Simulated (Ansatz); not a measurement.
Entries from a set of simulations; values are calculated unless marked as measured.

```cif
data_tinf
_symmetry_space_group_name_H-M 'Pmmn:1'
_symmetry_Int_Tables_number 59
_cell_length_a 3.0620
_cell_length_b 3.9644
_cell_length_c 7.8708
_cell_angle_alpha 90.000
_cell_angle_beta 90.000
_cell_angle_gamma 90.000
_cell_volume 95.54
loop_
_atom_site_label
_atom_site_type_symbol
_atom_site_symmetry_multiplicity
_atom_site_Wyckoff_symbol
_atom_site_fract_x
_atom_site_fract_y
_atom_site_fract_z
_atom_site_occupancy
Ti1 Ti 2 b 0.00000 0.50000 0.10409 1
N1 N 2 a 0.00000 0.00000 0.06068 1
F1 F 2 a 0.50000 0.50000 0.27538 1
_calc_subject 'Screened interactions in TiNF (Pmmn)'
_calc_method 'DFT, LDA, plane waves, PAW (and 1 further level or step)'
_calc_program 'Ansatz 0.2.0'
_calc_settings_of_one_run 'cutoff 420 eV, 8×6×4 k-mesh, smearing width 0.08 eV, default PAW, coordination {"Ti": "octahedral"}, magnetic state non-magnetic by constraint'
_calc_cost '2 runs, 12 min in all on 4 threads of Arm Neoverse V2, shared host (the runs of this entry)'
_calc_notes 'The cell and positions are those that the Materials Project relaxed with its own functionals (PBE, PBE+U or r2SCAN), kept fixed.'
_calc_ti_t2g_anion_p 'U 6.98 eV, U′ 5.93 eV, J 0.52 eV, bare V 17.3 eV'
_calc_method 'constrained RPA on non-magnetic LDA, 6×4×2 mesh, static; search for lower states off'
```

[Paths, hosts, dates, memory and timing lines, banners, echoed tables and standing remarks are left out of the program output.]

[Logs are printed without paths, hosts, clocks, repeated set-up lines and the standing remarks that a program may print on its own settings, such as how far it seeks lower states.]

[Runs of the session that timed out or met a known fault of the program may be left out.]

[Hosts, paths, dates, database ids (printed as entryN), source tags and the programs' standing remarks are cut or masked in the printed files.]
